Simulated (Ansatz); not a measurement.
# Anharmonic phonons and stability of RaF2 (Fm-3m)

How do the phonons of RaF2 change with temperature at fixed cell?

Main program and level: Ansatz 0.2.0; DFT PBE, scalar-relativistic, plane waves, PseudoDojo norm-conserving pseudopotentials.

The database entry behind the starting cell is an old determination (1936), so it need not match the best structure at ambient conditions.

## 1. Starting point

It takes space group Fm-3m (No. 225, cubic). Conventional cell: a = 6.368 Å, b = 6.368 Å, c = 6.368 Å, α = 90.00°, β = 90.00°, γ = 90.00°. Ra has 8 F at 2.76 Å nearest. F has 4 Ra at 2.76 Å nearest. Farther neighbours and most contacts between anions are not listed.

## 2. Probe on a coarse mesh

A cheap single point shows whether the cell is a metal or an insulator and how far it is from rest; that sets the k-mesh and the occupations of what follows.

input.yaml

```yaml
crystal:
  lattice:
    - [0.0, 3.184, 3.184]
    - [3.184, 0.0, 3.184]
    - [3.184, 3.184, 0.0]
  atoms:
    - { symbol: Ra, position: [0.0, 0.0, 0.0] }
    - { symbol: F, position: [0.25, 0.25, 0.25] }
    - { symbol: F, position: [0.75, 0.75, 0.75] }
kpoints:
  mp_grid: { grid: [6, 6, 6] }
hamiltonian:
  xc: pbe
  pseudopotentials: { kind: nc, accuracy: standard }
scf:
  occupations: { method: gaussian, width: 0.1 }
  lower_state_search: "off"
output:
  forces: true
  stress: true
  eigenvalues: true
```

Launch:

```bash
> ansatz run input.yaml --threads 18 --pin off --max-ram 92160MiB --backend cuda --events-out ev --progress --plain --runs-dir out
```

Numbers of over 12 decimals in the logs are rounded to 6 here.

What it wrote:

```text
Engine: ansatz 0.2.0, aarch64-unknown-linux-gnu
Pseudopotentials: kind: nc
Pseudopotential: Ra, nc, valence charge 20, recommended cutoff 690 eV (normal), Ra.nc.azcp
Pseudopotential: F, nc, valence charge 7, recommended cutoff 1142.878222 eV (normal), F.nc.azcp (PseudoDojo's, or run here from an input of PseudoDojo's; its table is named by hamiltonian.pseudopotentials.accuracy)
Functional definition: PBE
  parameter kappa = 0.804
  parameter beta = 0.066725
  exchange = pbe_x(kappa = kappa, mu = beta*pi^2/3)
  correlation = pbe_c(beta = beta)
device memory: the entry about to start is reckoned to put 1.9 GiB on a device that reports 182.5 GiB free
GPU FFT provider: cuFFT
GPU libraries: cuBLAS 13.8.1, cuFFT 12.4.0, cuSOLVER 12.3.2
GPU matrix products: emulated (plane waves: as basis.precision tells), large ones in fixed point in workspaces of 1.00 GiB
Crystal: 3 atoms, lattice volume = 64.558 Å³
Basis set: ecut = 1142.878222 eV, 5769 PW (Γ), exchange–correlation on 100×100×100 points (8 copies of the dense FFT grid, shifted against one another)
Bands: 21, of which v1, the nominal top of the filled ones, is band 17 counted from 1 (16 counted from 0)
Symmetry: 48 space group operations
Space group: Fm-3m (ITA 225), of the structure as read, at distance tolerance 4.0e-5 Å
k-points: 16 of 216
Non-local potential: Ra, projectors of the file, l = 0: 2, l = 1: 2, l = 2: 2, l = 3: 2
Non-local potential: F, projectors of the file, l = 0: 2, l = 1: 2, l = 2: 1
Initial density: superposition of atomic densities (chi_scale 0.1, normalization cell, long waves kept (reshape's long-wave potential 0.00 eV rms))
Initial wavefunctions: pseudopotential atomic-orbital guess
GPU buffer pool allocated for 125000 grid points (all kernels)
GPU transforms: local potential and band sums: pruned to the plane-wave sphere, on 50×50×50
Functional: x = pbe(κ = 0.804, μ = 0.219515), c = pbe(β = 0.066725)
SCF iter   1: F=—  HF=-5211.556169 eV  |F-HF|=—  |Δ(HF+E_count)|=         —  Δρ=2.18e-1  dr2=2.98e1  ethr=3.10e-3  ⟨swp⟩=23.4  Hψ=4287  notcnv=0
preconditioner: auto → none  [insulator: Δε(μ)=2.596 eV  Ē_g=12.859 eV  σ=0.100 eV  W_gap=1.00  n_scr=14 (ndim 8)  ℏωp=21.7 eV  f_vac=0.026  D(μ)=0.00/eV (n_scr^D=0)  ε∞_Penn≈3.8]
SCF iter   2: F=—  HF=-5206.748670 eV  |F-HF|=—  |Δ(HF+E_count)|=    4.81e0  Δρ=1.62e-1  dr2=1.12e1  ethr=3.10e-3  ⟨swp⟩=7.8  Hψ=1843  notcnv=0
SCF iter   3: F=—  HF=-5203.313059 eV  |F-HF|=—  |Δ(HF+E_count)|=    3.44e0  Δρ=2.42e-2  dr2=4.14e-1  ethr=3.10e-3  ⟨swp⟩=4.9  Hψ=840  notcnv=0
SCF iter   4: F=—  HF=-5203.264758 eV  |F-HF|=—  |Δ(HF+E_count)|=   4.83e-2  Δρ=1.47e-2  dr2=9.15e-2  ethr=1.22e-3  ⟨swp⟩=3.9  Hψ=755  notcnv=0
SCF iter   5: F=—  HF=-5203.246939 eV  |F-HF|=—  |Δ(HF+E_count)|=   1.78e-2  Δρ=9.67e-4  dr2=7.42e-4  ethr=2.69e-4  ⟨swp⟩=2.1  Hψ=719  notcnv=0
SCF iter   6: F=—  HF=-5203.247614 eV  |F-HF|=—  |Δ(HF+E_count)|=   6.75e-4  Δρ=2.96e-4  dr2=5.57e-5  ethr=2.18e-6  ⟨swp⟩=3.5  Hψ=689  notcnv=0
SCF iter   7: F=—  HF=-5203.247661 eV  |F-HF|=—  |Δ(HF+E_count)|=   4.76e-5  Δρ=9.06e-5  dr2=5.73e-6  ethr=1.64e-7  ⟨swp⟩=3.2  Hψ=627  notcnv=0
SCF iter   8: F=—  HF=-5203.247662 eV  |F-HF|=—  |Δ(HF+E_count)|=   3.54e-7  Δρ=2.72e-5  dr2=5.08e-7  ethr=1.69e-8  ⟨swp⟩=3.4  Hψ=624  notcnv=0
SCF iter   9: F=-5203.247661 eV  HF=-5203.247661 eV  |F-HF|=2.30e-8  |Δ(HF+E_count)|=   3.81e-8  Δρ=6.59e-6  dr2=2.84e-8  ethr=2.94e-10  ⟨swp⟩=20.3  Hψ=3357  notcnv=0
SCF 1 converged in 9 iterations: F = -5203.247661 eV  dr2 = 2.84e-8
SCF converged after 9 iterations
Free energy (F): -5203.247661 eV
Harris-Foulkes:  -5203.247661 eV  (|F-HF|=2.30e-8)
Internal energy: -5203.247661 eV  (E = F + TS)
E sigma→0 (E₀):  -5203.247661 eV
Fermi energy:    8.170967 eV
--- Per-component energies (eV) ---
  E_band       = -583.705329
  E_kinetic    = 2270.674522
  E_local      = -4176.437402  (includes V_loc(G=0)·N_el)
  E_nonlocal   = -633.962365
  E_hartree    = 1371.644034
  E_xc         = -825.163382
  E_vxc        = -787.262739  (∫ρ·V_xc dr)
  E_ewald      = -3210.003068
  E_smearing   = -0.000000  (= −TS)
  E_closure    = -0.000000  (closes the sum)
  Σ components = -5203.247661   (vs F -5203.247661, Δ=0.00e0)
--- Forces (eV/Å), atoms counted from 1 ---
  atom   1  Ra     0.00000000     0.00000000     0.00000000
  atom   2  F      0.00000000     0.00000000     0.00000000
  atom   3  F      0.00000000    -0.00000000    -0.00000000
  max |Σ_I F_I| component: 1.30e-16 eV/Å
--- Stress (GPa, compression-positive) ---
        1.731035      -0.000000      -0.000000
        0.000000       1.731035       0.000000
        0.000000      -0.000000       1.731035
  P = ⅓ Tr σ = 1.7310 GPa (17.310 kbar)
--- Band table (eV; the first three rows and the last of 16) ---
  k-point 0: bands = [... 13 lower, 3.6974, 4.9706, 4.9706, 4.9706, 11.2246, 14.9650, 14.9650, 17.0630]
  k-point 1: bands = [... 13 lower, 3.9815, 4.7813, 4.9637, 4.9637, 11.8901, 14.8652, 14.8652, 16.6509]
  k-point 2: bands = [... 13 lower, 4.4302, 4.6059, 4.9801, 4.9801, 13.1960, 14.7652, 14.7652, 15.5292]
  k-point 15: bands = [... 13 lower, 4.7665, 4.7956, 4.8584, 4.9247, 12.5969, 14.9758, 15.6615, 16.2383]
```

It took 1.4 s on 1 × NVIDIA GB200 with 18 threads of Arm Neoverse V2, shared host; peak memory 1 GiB.

Reading the cycles: dr2 is the Hartree energy of the density residual (eV), the measure of convergence; HF is the Harris–Foulkes estimate of the energy, which meets the free energy F at convergence.

This step gave:

```
pressure          : 1.731 GPa
gap on the k-mesh : 6.113 eV
volume per atom   : 21.52 Å³/atom
```

The start is under 1.7 GPa at this level and looks like an insulator or semiconductor on this mesh.

## 3. The given cell once more, occupations Gaussian, smearing width 0.02 eV

The cell is kept at the size of the database entry and symmetry fixes every atom, so there is nothing to relax; the run only refines mesh or occupations.

Edit input.yaml of step 2 so:

```diff
@@ -15,3 +15,3 @@
 scf:
-  occupations: { method: gaussian, width: 0.1 }
+  occupations: { method: gaussian, width: 0.02 }
   lower_state_search: "off"
```

What it wrote:

```text
[...]
GPU FFT provider: cuFFT
GPU libraries: cuBLAS 13.8.1, cuFFT 12.4.0, cuSOLVER 12.3.2
[...]
Crystal: 3 atoms, lattice volume = 64.558 Å³
Basis set: ecut = 1142.878222 eV, 5769 PW (Γ), exchange–correlation on 100×100×100 points (8 copies of the dense FFT grid, shifted against one another)
Bands: 21, of which v1, the nominal top of the filled ones, is band 17 counted from 1 (16 counted from 0)
Symmetry: 48 space group operations
[...]
k-points: 16 of 216
[...]
GPU buffer pool allocated for 125000 grid points (all kernels)
[...]
SCF iter   1: F=—  HF=-5211.556704 eV  |F-HF|=—  |Δ(HF+E_count)|=         —  Δρ=2.18e-1  dr2=2.98e1  ethr=3.10e-3  ⟨swp⟩=24.8  Hψ=4456  notcnv=0
[...]
SCF iter   9: F=-5203.247661 eV  HF=-5203.247661 eV  |F-HF|=1.52e-8  |Δ(HF+E_count)|=   6.05e-8  Δρ=5.61e-6  dr2=1.90e-8  ethr=2.94e-10  ⟨swp⟩=18.0  Hψ=3116  notcnv=0
SCF 1 converged in 9 iterations: F = -5203.247661 eV  dr2 = 1.90e-8
SCF converged after 9 iterations
Free energy (F): -5203.247661 eV
[...]
Internal energy: -5203.247661 eV  (E = F + TS)
E sigma→0 (E₀):  -5203.247661 eV
Fermi energy:    8.168368 eV
[...]
--- Stress (GPa, compression-positive) ---
        1.731077      -0.000000      -0.000000
       -0.000000       1.731077       0.000000
       -0.000000       0.000000       1.731077
  P = ⅓ Tr σ = 1.7311 GPa (17.311 kbar)
--- Band table (eV; the first three rows and the last of 16) ---
  k-point 0: bands = [... 13 lower, 3.6974, 4.9707, 4.9707, 4.9707, 11.2246, 14.9649, 14.9650, 17.0630]
  k-point 1: bands = [... 13 lower, 3.9815, 4.7814, 4.9637, 4.9637, 11.8901, 14.8652, 14.8652, 16.6509]
  k-point 2: bands = [... 13 lower, 4.4303, 4.6060, 4.9802, 4.9802, 13.1961, 14.7652, 14.7652, 15.5292]
  k-point 15: bands = [... 13 lower, 4.7666, 4.7956, 4.8584, 4.9247, 12.5969, 14.9758, 15.6616, 16.2383]
```

The job ended after 1.4 s (1 × NVIDIA GB200 with 18 threads; peak memory 1 GiB; 1.9 s of CPU time).

The static pressure at this volume is 1.7 GPa, so this functional's own equilibrium cell is larger.

## 4. The given cell once more, occupations fixed

The cell is kept at the size of the database entry and symmetry fixes every atom, so there is nothing to relax; the run only refines mesh or occupations.

Edit input.yaml of step 3 so:

```diff
@@ -15,3 +15,3 @@
 scf:
-  occupations: { method: gaussian, width: 0.02 }
+  occupations: { method: fixed }
   lower_state_search: "off"
```

What it wrote:

```text
[...]
GPU FFT provider: cuFFT
GPU libraries: cuBLAS 13.8.1, cuFFT 12.4.0, cuSOLVER 12.3.2
[...]
Crystal: 3 atoms, lattice volume = 64.558 Å³
Basis set: ecut = 1142.878222 eV, 5769 PW (Γ), exchange–correlation on 100×100×100 points (8 copies of the dense FFT grid, shifted against one another)
Bands: 21, of which v1, the nominal top of the filled ones, is band 17 counted from 1 (16 counted from 0)
Symmetry: 48 space group operations
[...]
k-points: 16 of 216
[...]
GPU buffer pool allocated for 125000 grid points (all kernels)
[...]
SCF iter   1: F=—  HF=-5211.539047 eV  |F-HF|=—  |Δ(HF+E_count)|=         —  Δρ=2.16e-1  dr2=2.91e1  ethr=3.10e-3  ⟨swp⟩=12.4  Hψ=3132  notcnv=0  defer=35
[...]
SCF iter   9: F=-5203.247661 eV  HF=-5203.247661 eV  |F-HF|=1.18e-9  |Δ(HF+E_count)|=   2.78e-8  Δρ=2.96e-6  dr2=2.15e-9  ethr=2.94e-10  ⟨swp⟩=8.6  Hψ=1926  notcnv=0
SCF 1 converged in 9 iterations: F = -5203.247661 eV  dr2 = 2.15e-9
SCF converged after 9 iterations
Free energy (F): -5203.247661 eV
[...]
Internal energy: -5203.247661 eV  (E = F + TS)
E sigma→0 (E₀):  -5203.247661 eV
Fermi energy:    5.112042 eV
[...]
--- Stress (GPa, compression-positive) ---
        1.731195       0.000000      -0.000000
       -0.000000       1.731195      -0.000000
        0.000000       0.000000       1.731195
  P = ⅓ Tr σ = 1.7312 GPa (17.312 kbar)
--- Band table (eV; the first three rows and the last of 16) ---
  k-point 0: bands = [... 13 lower, 3.6975, 4.9708, 4.9708, 4.9708, 11.2246, 14.9650, 14.9650, 17.0630]
  k-point 1: bands = [... 13 lower, 3.9816, 4.7815, 4.9638, 4.9638, 11.8901, 14.8652, 14.8652, 16.6510]
  k-point 2: bands = [... 13 lower, 4.4304, 4.6061, 4.9803, 4.9803, 13.1961, 14.7652, 14.7652, 15.5293]
  k-point 15: bands = [... 13 lower, 4.7667, 4.7958, 4.8585, 4.9248, 12.5969, 14.9758, 15.6616, 16.2383]
```

Elapsed: 1.4 s, on 1 × NVIDIA GB200 with 18 threads; peak memory 1 GiB.

The static pressure at this volume is 1.7 GPa, so this functional's own equilibrium cell is larger.

## 5. Self-consistent phonons

Harmonic theory ignores how far atoms move; here frames sampled at temperature supply the forces, and the run stops at an error target or a frame limit.

input.yaml, the sections that differ from step 4:

```yaml
output:
  stress: true
  eigenvalues: true
phonons:
  method: fd
  dielectric: false
  supercell: [3, 3, 3]
  temperatures: { t_max: 400, t_step: 50 }
  qpath:
    path:
      - [[0.0, 0.0, 0.0], [0.5, 0.0, 0.5], [0.5, 0.25, 0.75], [0.375, 0.375, 0.75], [0.0, 0.0, 0.0], [0.5, 0.5, 0.5], [0.625, 0.25, 0.625], [0.5, 0.25, 0.75], [0.5, 0.5, 0.5], [0.375, 0.375, 0.75]]
      - [[0.625, 0.25, 0.625], [0.5, 0.0, 0.5]]
    npoints: 10
  self_consistent:
    temperatures: [0.0, 100.0, 300.0, 800.0]
    max_frames: 128
    max_frequency_error: 2.0
# crystal, kpoints, hamiltonian, scf: as in step 4
```

What it wrote:

```text
[...]
Crystal: 81 atoms, lattice volume = 1743.062 Å³
Basis set: ecut = 1142.878222 eV, 153421 PW (Γ), exchange–correlation on 300×300×300 points (8 copies of the dense FFT grid, shifted against one another)
Bands: 551, of which v1, the nominal top of the filled ones, is band 459 counted from 1 (458 counted from 0)
Symmetry: 1296 space group operations
k-points: 3 of 8
[...]
SCF iter   1: F=—  HF=-140487.686860 eV  |F-HF|=—  |Δ(HF+E_count)|=         —  Δρ=1.32e-8  dr2=1.92e-12  ethr=1.00e-12  ⟨swp⟩=3.0  Hψ=4087  notcnv=0
[...]
SCF iter   2: F=-140487.686860 eV  HF=-140487.686860 eV  |F-HF|=0.00e0  |Δ(HF+E_count)|=  2.91e-11  Δρ=5.43e-9  dr2=1.29e-13  ethr=1.00e-12  ⟨swp⟩=5.0  Hψ=4882  notcnv=0
SCF 1 converged in 2 iterations: F = -140487.686860 eV  dr2 = 1.29e-13
[...]
Symmetry: 8 space group operations
k-points: 4 of 8
[...]
iter 1 solved again at ethr=2.58e-7 eV; its pass at ethr=3.10e-3 eV (dr2=2.37e-3 eV) is discarded
[...]
SCF iter   2: F=—  HF=-140487.686844 eV  |F-HF|=—  |Δ(HF+E_count)|=   1.14e-2  Δρ=2.29e-5  dr2=1.35e-5  ethr=9.60e-9  ⟨swp⟩=3.2  Hψ=5320  notcnv=0  defer=247
[...]
SCF iter   9: F=-140487.686839 eV  HF=-140487.686839 eV  |F-HF|=2.91e-11  |Δ(HF+E_count)|=  5.82e-11  Δρ=8.20e-9  dr2=9.00e-13  ethr=1.00e-12  ⟨swp⟩=8.2  Hψ=11882  notcnv=0
SCF 2 converged in 9 iterations: F = -140487.686839 eV  dr2 = 9.00e-13
[...]
SCF iter   9: F=-140487.686850 eV  HF=-140487.686850 eV  |F-HF|=2.91e-11  |Δ(HF+E_count)|=    0.00e0  Δρ=7.21e-9  dr2=9.02e-13  ethr=1.00e-12  ⟨swp⟩=8.0  Hψ=15751  notcnv=0
SCF 3 converged in 9 iterations: F = -140487.686850 eV  dr2 = 9.02e-13
── the supercell at rest and the probe, ahead of the frames of phonons at temperature ──
[...]
SCF iter   1: F=—  HF=-140712.176415 eV  |F-HF|=—  |Δ(HF+E_count)|=         —  Δρ=2.19e-1  dr2=8.09e2  ethr=3.10e-3  ⟨swp⟩=8.6  Hψ=18484  notcnv=0  defer=700
[...]
SCF iter   2: F=—  HF=-140522.638535 eV  |F-HF|=—  |Δ(HF+E_count)|=    1.90e2  Δρ=8.16e-2  dr2=8.94e1  ethr=3.10e-3  ⟨swp⟩=7.1  Hψ=15879  notcnv=0  defer=713
[...]
SCF iter   6: F=—  HF=-140487.677883 eV  |F-HF|=—  |Δ(HF+E_count)|=   1.50e-1  Δρ=5.88e-4  dr2=1.08e-2  ethr=1.37e-5  ⟨swp⟩=6.0  Hψ=9537  notcnv=0  defer=715
[...]
155.61      161.96 ±  0.09      151.23 ±  0.18
           171.82      178.30 ±  0.08      168.08 ±  0.15
           185.49      190.80 ±  0.12      180.45 ±  0.30
           201.39      208.54 ±  0.06      200.48 ±  0.08
           223.53      228.94 ±  0.04      221.85 ±  0.53
           286.81      291.38 ±  0.12      280.77 ±  0.78
  at 800 K
    the largest error of a frequency is 0.11 times what was asked for; the fitted model misses 2.4 % of the forces, every mode counted alike and far frames for less, of frames that it was not fitted to; the frames count as 12.0 of this Gaussian
    softest of the free energy's second derivatives: 40.38 ± 0.06 cm⁻¹ at q 0.6667 0.6667 0.6667; not told ahead of this temperature's last population
    the crystal stands in this phase at this temperature, as far as these wave vectors tell
    the ions' mean positions are those at rest
    free energy -5204.056214 ± 0.000108 eV a cell, of which vibrations -0.808552; entropy 170.604 ± 0.021 J/(mol·K) of cells
      by the supercell's own 240 modes alone, which lack the rigid motions: not to be laid beside figures on a mesh. There are none: the force constants hold no dipole–dipole term between the supercell's wave vectors
      the supercell's own free energy is the best Gaussian's, an upper bound on the crystal's: what lies beyond it on the fitted surface stands below, to be added
    pressure 3.8820 ± 0.0119 GPa; at rest 1.7312, so that the ions' motion makes +2.1507
      stress (GPa, positive in compression): xx 3.8820 ± 0.0119, yy 3.8820 ± 0.0119, zz 3.8820 ± 0.0119, yz 0.0000 ± 0.0000, xz -0.0000 ± 0.0000, xy 0.0000 ± 0.0000
[...]
beyond the Gaussian, in the hollow that it stands in and those that the ions reach from there, by exact statistics on the surface that is fitted to the frames (rings of 2 beads):
      in doubt beyond its ±: 0.81 ± 0.50 % of the trajectories left the reach of the fitted surface, and 0.00 % of the rings stand where its energy is uncertain
      8 configuration(s) of the rings are solved and fitted beside the frames
      free energy -0.021858 ± 0.003450 eV a cell
      leaving out a pair of frames, or group of many, changes the fitted energy by up to 0.06 k_B T, T the rings' temperature (one standard deviation); of these ± those of the frequencies lack the bias that few frames leave, and those of the mean squares the mean places' part of it
      pressure +0.2053 ± 0.0119 GPa; with it, by the rings' own mean, 4.0878 ± 0.0157, so that the ions' motion makes +2.3566: by the supercell's own 240 modes alone, as the Gaussian's
      mean square displacement, over the three axes, of site 1 from 0, F, the most changed: 0.11555 ± 0.00111 Å², of which +0.02373 beyond the Gaussian's
      softest frequency by how far the rings' centres move (above zero always: no sign of whether the crystal stands): 39.84 ± 0.14 cm⁻¹ at q 0.0000 0.3333 0.0000
    frequencies (cm⁻¹; below zero: imaginary; ±: error) of the harmonic crystal, of the Gaussian, of the free energy's second derivatives, each in its own ascending order
      q 0.0000 0.0000 0.0000
           166.95      182.06 ±  0.20      157.72 ±  0.50
           166.95      182.06 ±  0.20      157.72 ±  0.50
           166.95      182.06 ±  0.20      157.72 ±  0.50
           229.03      240.56 ±  0.47      219.25 ±  0.90
           229.03      240.56 ±  0.47      219.25 ±  0.90
           229.03      240.56 ±  0.47      219.25 ±  0.90
      q 0.0000 0.0000 0.3333, and 7 like it
            43.14       41.78 ±  0.05       40.38 ±  0.06
            43.14       41.78 ±  0.05       40.38 ±  0.06
            95.93       99.98 ±  0.10       93.18 ±  0.17
           177.68      193.58 ±  0.16      170.14 ±  0.28
           177.68      193.58 ±  0.16      170.14 ±  0.28
           207.83      220.32 ±  0.24      202.23 ±  0.68
           215.01      227.06 ±  0.17      205.89 ±  0.35
           215.01      227.06 ±  0.17      205.89 ±  0.35
           286.08      294.17 ±  0.19      273.21 ±  6.23
      q 0.0000 0.3333 0.3333, and 5 like it
            58.20       57.85 ±  0.03       55.06 ±  0.05
            58.20       57.85 ±  0.03       55.06 ±  0.05
           101.96      104.67 ±  0.12       98.28 ±  0.37
           167.03      180.63 ±  0.17      154.96 ±  0.59
           167.03      180.63 ±  0.17      154.96 ±  0.59
           171.19      185.13 ±  0.38      160.76 ±  1.07
           217.16      231.53 ±  0.09      213.07 ±  0.28
           217.16      231.53 ±  0.09      213.07 ±  0.28
           305.02      314.46 ±  0.42      295.11 ±  1.73
      q 0.0000 0.3333 0.6667, and 11 like it
            61.60       61.22 ±  0.09       58.45 ±  0.14
            95.75       97.59 ±  0.06       90.97 ±  0.17
            96.09       98.94 ±  0.06       92.59 ±  0.09
           155.61      169.27 ±  0.22      143.69 ±  0.39
           171.82      186.59 ±  0.22      162.49 ±  0.43
           185.49      197.31 ±  0.17      172.99 ±  0.49
           201.39      217.44 ±  0.15      197.91 ±  0.87
           223.53      236.31 ±  0.23      219.31 ±  0.42
           286.81      297.01 ±  0.14      273.21 ±  1.11
```

Run time: 15 min. Hardware: 1 × NVIDIA GB200 with 18 threads; peak memory 7.8 GiB; 2.6 h of CPU time.

Numbers from this step:

```yaml
point_group: m-3m
frames_solved: 48
pressure_of_the_lattice_at_rest: 1.731 GPa
```

(Continued in part 2 of 2.)

[Logs are printed without paths, hosts, clocks, repeated set-up lines and the standing remarks that a program may print on its own settings, such as how far it seeks lower states.]

[Hosts, paths, dates, database ids (printed as entryN), source tags and the programs' standing remarks are cut or masked in the printed files.]

[A step with changed settings may run another functional than the one named; its input shows which.]
